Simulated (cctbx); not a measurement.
**CsAg2Cl2F across an absorption edge**

Space group Pbcn (no. 60), a = 12.5280 Å, b = 7.4780 Å, c = 6.7140 Å, α = 90.00°, β = 90.00°, γ = 90.00°.

| atom | mult. | x | y | z | Ueq (Å²) |
| --- | --- | --- | --- | --- | --- |
| Cs1 | 4 | 1/2 | 0.3027 | 3/4 | 0.0112 |
| Ag1 | 8 | 0.8108 | 0.6464 | 0.2357 | 0.0113 |
| Cl1 | 8 | 0.7514 | 0.8997 | 0.0663 | 0.0260 |
| F1 | 4 | 1/2 | 0.8218 | 3/4 | 0.0188 |

The model was made for the exercise: a known structure type with other elements put in, its volume estimated, not relaxed; displacement parameters are assumed.

Calculated with cctbx: free-atom f′ and f″ from the Sasaki tables, no fine structure; amplitudes in electrons.

| E (eV) | F 3 1 1 | F 2 2 0 | F 1 1 0 | F 3 1 0 |
| --- | --- | --- | --- | --- |
| 24914 | 355.1 | 133.7 | 23.3 | 212.1 |
| 25264 | 350.6 | 134.8 | 21.9 | 208.7 |
| 25394 | 346.7 | 135.8 | 20.7 | 205.7 |
| 25454 | 343.0 | 136.7 | 19.5 | 202.9 |
| 25484 | 339.4 | 137.7 | 18.4 | 200.1 |
| 25499 | 335.8 | 138.6 | 17.2 | 197.4 |
| 25506 | 332.9 | 139.4 | 16.3 | 195.1 |
| 25510 | 329.6 | 140.3 | 15.3 | 192.6 |
| 25518 | 323.4 | 142.1 | 14.0 | 187.9 |
| 25522 | 331.4 | 140.0 | 16.4 | 194.1 |
| 25529 | 335.4 | 138.9 | 17.6 | 197.2 |
| 25544 | 339.7 | 137.8 | 18.9 | 200.4 |
| 25574 | 343.7 | 136.7 | 20.2 | 203.5 |
| 25664 | 348.9 | 135.3 | 21.8 | 207.5 |
| 25914 | 354.4 | 133.7 | 23.5 | 211.8 |

**Question.** Which edge is crossed, and why do the reflections move as they do?

The K edge of Ag. The edge is at 25514 eV. f′ of Ag falls from -4.8 e at 25394 eV to -7.8 e at 4 eV below it, and f″ steps from 0.55 to 3.62 e across it. Over that approach |F| changes by -5 % (3 1 1), +3 % (2 2 0), -26 % (1 1 0) and -6 % (3 1 0): a reflection falls where Ag scatters in phase with the total and rises where it scatters against it; it hardly moves where the Ag term is small or cancels by symmetry. Above the edge the larger f″ enters the imaginary part, where it can add to or cancel the other atoms' f″. The structure is centrosymmetric, so Friedel mates stay equal.
